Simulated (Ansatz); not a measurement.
# GaCo: optical spectrum from first principles, part 2 of 2

What colour and refractive index does GaCo have at this level of theory?

Ansatz 0.2.0; DFT, PBE, plane-wave PAW, default files, scalar-relativistic, independent-particle optical response without local fields.

So far. Step 2 (Ground state and bands): There are states at the Fermi level within the smearing, so the occupations stay smeared and the carriers get a Drude term. The cell is left with a pressure of 0.8 GPa, as it stands unrelaxed at this level.

## (3) Spectrum (continued)

The Im ε, any direction has structure finer than the step of the table below, so its rows give means over 0.5 eV, whole bins alone (the curve runs from 0.3 to 20 eV). Peaks (eV: height): 4.60: 19.1, 5.70: 26.0.

Table of Im ε, any direction by photon energy; means over each step:

| photon energy (eV) | Im ε, any direction |
| --- | --- |
| 1.0 | 31.7 |
| 1.5 | 22.2 |
| 2.0 | 16.4 |
| 2.5 | 10.3 |
| 3.0 | 6.61 |
| 3.5 | 5.25 |
| 4.0 | 5.16 |
| 4.5 | 15.8 |
| 5.0 | 13.1 |
| 5.5 | 15.8 |
| 6.0 | 19.4 |
| 6.5 | 11.8 |
| 7.0 | 8.54 |
| 7.5 | 6.70 |
| 8.0 | 5.51 |
| 8.5 | 4.11 |
| 9.0 | 3.23 |
| 9.5 | 2.69 |
| 10.0 | 2.25 |
| 10.5 | 1.87 |
| 11.0 | 1.59 |
| 11.5 | 1.37 |
| 12.0 | 1.25 |
| 12.5 | 1.26 |
| 13.0 | 1.28 |
| 13.5 | 1.29 |
| 14.0 | 1.22 |
| 14.5 | 1.26 |
| 15.0 | 1.26 |
| 15.5 | 1.22 |
| 16.0 | 1.06 |
| 16.5 | 0.878 |
| 17.0 | 0.755 |
| 17.5 | 0.794 |
| 18.0 | 0.773 |
| 18.5 | 0.696 |
| 19.0 | 0.617 |
| 19.5 | 0.542 |

Re ε, any direction against photon energy:

| photon energy (eV) | Re ε, any direction |
| --- | --- |
| 0.5 | -25.5 |
| 1.0 | 1.81 |
| 1.5 | -3.98 |
| 2.0 | 0.457 |
| 2.5 | -1.15 |
| 3.0 | 2.11 |
| 3.5 | 5.11 |
| 4.0 | 9.85 |
| 4.5 | 12.7 |
| 5.0 | 1.00 |
| 5.5 | 14.1 |
| 6.0 | -6.20 |
| 6.5 | -6.25 |
| 7.0 | -5.78 |
| 7.5 | -5.05 |
| 8.0 | -4.86 |
| 8.5 | -4.35 |
| 9.0 | -3.64 |
| 9.5 | -3.06 |
| 10.0 | -2.64 |
| 10.5 | -2.22 |
| 11.0 | -1.83 |
| 11.5 | -1.45 |
| 12.0 | -1.07 |
| 12.5 | -0.790 |
| 13.0 | -0.550 |
| 13.5 | -0.610 |
| 14.0 | -0.326 |
| 14.5 | -0.364 |
| 15.0 | -0.272 |
| 15.5 | -0.373 |
| 16.0 | -0.452 |
| 16.5 | -0.342 |
| 17.0 | -0.154 |
| 17.5 | -0.0654 |
| 18.0 | -0.0578 |
| 18.5 | -0.0274 |
| 19.0 | 0.0198 |
| 19.5 | 0.104 |
| 20.0 | 0.197 |

The loss function −Im 1/ε at q → 0, any direction by energy loss; read off at these points:

| energy loss (eV) | loss function −Im 1/ε at q → 0, any direction |
| --- | --- |
| 1.0 | 0.0318 |
| 2.0 | 0.0574 |
| 3.0 | 0.139 |
| 4.0 | 0.0395 |
| 5.0 | 0.0754 |
| 6.0 | 0.0477 |
| 7.0 | 0.0805 |
| 8.0 | 0.102 |
| 9.0 | 0.136 |
| 10.0 | 0.187 |
| 11.0 | 0.271 |
| 12.0 | 0.461 |
| 13.0 | 0.660 |
| 14.0 | 0.771 |
| 15.0 | 0.755 |
| 16.0 | 0.800 |
| 17.0 | 1.29 |
| 18.0 | 1.28 |
| 19.0 | 1.61 |
| 19.6 | 1.79 |
| 20.0 | 1.68 |

The refractive index n and extinction k by photon energy:

| photon energy (eV) | n | k |
| --- | --- | --- |
| 0.5 | 3.21 | 5.99 |
| 1.0 | 4.07 | 3.85 |
| 1.5 | 3.01 | 3.61 |
| 2.0 | 2.99 | 2.91 |
| 2.5 | 2.12 | 2.38 |
| 3.0 | 2.12 | 1.54 |
| 3.5 | 2.50 | 1.06 |
| 4.0 | 3.22 | 0.730 |
| 4.5 | 4.17 | 2.16 |
| 5.0 | 2.67 | 2.47 |
| 5.5 | 4.12 | 1.72 |
| 6.0 | 2.62 | 3.61 |
| 6.5 | 1.88 | 3.13 |
| 7.0 | 1.50 | 2.83 |
| 7.5 | 1.29 | 2.59 |
| 8.0 | 1.13 | 2.47 |
| 8.5 | 0.899 | 2.27 |
| 9.0 | 0.780 | 2.06 |
| 9.5 | 0.713 | 1.89 |
| 10.0 | 0.644 | 1.75 |
| 10.5 | 0.584 | 1.60 |
| 11.0 | 0.544 | 1.46 |
| 11.5 | 0.521 | 1.31 |
| 12.0 | 0.533 | 1.17 |
| 12.5 | 0.594 | 1.07 |
| 13.0 | 0.648 | 0.985 |
| 13.5 | 0.645 | 1.01 |
| 14.0 | 0.681 | 0.889 |
| 14.5 | 0.688 | 0.915 |
| 15.0 | 0.715 | 0.885 |
| 15.5 | 0.663 | 0.902 |
| 16.0 | 0.590 | 0.895 |
| 16.5 | 0.555 | 0.806 |
| 17.0 | 0.549 | 0.675 |
| 17.5 | 0.605 | 0.657 |
| 18.0 | 0.601 | 0.647 |
| 18.5 | 0.579 | 0.602 |
| 19.0 | 0.565 | 0.547 |
| 19.5 | 0.571 | 0.472 |
| 20.0 | 0.613 | 0.423 |

The reflectivity at normal incidence, any direction has structure finer than the step of the table below, so its rows give means over 1 eV, whole bins alone (the curve runs from 0.3 to 20 eV). Peaks (eV: height): 4.7: 48.3, 6.0: 60.0, 16.1: 29.2.

Table of reflectivity at normal incidence, any direction by photon energy; means over each step:

photon energy (eV), reflectivity at normal incidence, any direction (%) and a bar from the least value:
```
        1       62.9 ##############################
        2       51.4 ######################
        3       32.0 ##########
        4       32.3 ##########
        5       42.6 #################
        6       57.0 ##########################
        7       57.9 ###########################
        8       57.7 ###########################
        9       57.8 ###########################
       10       55.2 #########################
       11       51.5 #######################
       12       42.2 ################
       13       31.3 #########
       14       26.7 ######
       15       24.5 #####
       16       27.5 #######
       17       23.4 ####
       18       19.2 #
       19       17.5
```

From ε follow the optical constants at some laser and lamp lines:

| wavelength (nm) | n | k | R (%) | 1/α |
| --- | --- | --- | --- | --- |
| 1550 | 3.88 | 4.258 | 63.0 | 29 nm |
| 1064 | 3.97 | 3.958 | 60.7 | 21 nm |
| 633 | 3.01 | 2.850 | 50.3 | 18 nm |
| 532 | 2.25 | 2.700 | 49.6 | 16 nm |
| 405 | 2.16 | 1.464 | 28.8 | 22 nm |
| 248 | 2.67 | 2.473 | 45.5 | 8.0 nm |
| 193 | 1.95 | 3.165 | 58.3 | 4.9 nm |

A polished face would reflect 50 % of daylight and look yellow-green (CIE x = 0.336, y = 0.364 under D65).

## (4) Summary of results

```
gap on the path                                              : 0 eV
main peak of the optical conductivity above 1 eV, first axis : 5.74 eV
Drude plasma energy, first axis                              : 4.11 eV
```

**Reading.** At this level (PBE, independent particles) GaCo is a metal with a Drude plasma energy of 4.1 eV; it reflects 52 % at 550 nm. Along x the bare Drude plasma energy is 4.1 eV; Re ε first rises through zero at 0.90 eV, far lower, because interband transitions screen the carriers. Im ε is 32 there, so the loss peak at that energy is weak. A polished face would reflect 50 % of daylight and look yellow-green (CIE x = 0.336, y = 0.364 under D65). In the base run ε includes the program's bounded estimate of what the bands above those summed add. The carriers' damping of 0.03 eV is typed, not computed; at 0.8 eV the carriers give 3 % of Im ε along the first axis; the rest comes from the sum over bands, which at low energy also holds close bands and the noise of the mesh. The run has no spin polarisation; magnetic order or correlation, untested here, could change the spectrum. The Fermi-Dirac width of 0.05 eV acts as an electron temperature of 580 K in the carriers' term.

[Logs are printed without paths, hosts, clocks, repeated set-up lines and the standing remarks that a program may print on its own settings, such as how far it seeks lower states.]

[Hosts, paths, dates, database ids (printed as entryN), source tags and the programs' standing remarks are cut or masked in the printed files.]
